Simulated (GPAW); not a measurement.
SiC (P6_3mc): refractive index against wavelength

The refractive index of SiC (P6_3mc) along x below the direct gap (4.08 eV on the mesh) is read from one computed spectrum, n = √(Re ε). x, y and z are the Cartesian axes of the input cell.

Cell: a, b, c = 3.076, 3.076, 5.048 Å (primitive vectors), 4 atoms.

Method: GPAW 26.7.0, PBE, RPA, k-mesh 15×15×8, local fields up to 60 eV, Lorentzian half width 0.2 eV.

Launch of the response step: `OMP_NUM_THREADS=1 python df.py`. The run took 5.7 min, its band step included, on 1 thread of Arm Neoverse N1 (shared host).

```tsv
wavelength (nm)	photon energy E (eV)	n
1310	0.946	2.5896
1064	1.165	2.5990
850	1.459	2.6151
700	1.771	2.6370
633	1.959	2.6526
532	2.331	?
450	2.755	2.7448
```

In the single-oscillator model n² − 1 = E₀E_d/(E₀² − E²), so 1/(n² − 1) = E₀/E_d − E²/(E₀E_d) is linear in E².

Working, on the rows shown:

| x = E² (eV²) | y = 1/(n² − 1) |
| --- | --- |
| 0.895757 | 0.175253 |
| 1.35784 | 0.173768 |
| 2.12762 | 0.17127 |
| 3.13716 | 0.167961 |
| 3.83641 | 0.165665 |
| 7.59115 | 0.153047 |

Means: x̄ = 3.1577, ȳ = 0.16783. Σ(x − x̄)(y − ȳ) = -0.09803, Σ(x − x̄)² = 29.53. Slope = -0.09803 / 29.53 = -0.003319; intercept = ȳ − slope · x̄ = 0.17831. Turned back into n, the line misses the rows shown by at most 0.00062.

Task: Predict the last column of the withheld row from the fit.

Result: At x = 5.4314 the line gives y = 0.16028, that is 2.6906. The run gave 2.6900, so the interpolation is off by 0.00055, 0.4 % of the range in the table.

Refitted with all rows, the slope is -0.003315 and the intercept 0.1783. These give E₀ = √(intercept/−slope) = 7.33 eV and E_d = E₀/intercept = 41.1 eV; E₀ is 1.8 times the direct gap. The electronic limit at long wavelengths, without lattice vibrations, is n = √(1 + 1/intercept) = 2.571. Excitons are left out; PBE gaps are as a rule too small. The values come from a sum over the points of one k-mesh and carry its error, which grows as the direct gap shrinks.

[Logs are printed without paths, hosts, clocks, repeated set-up lines and the standing remarks that a program may print on its own settings, such as how far it seeks lower states.]
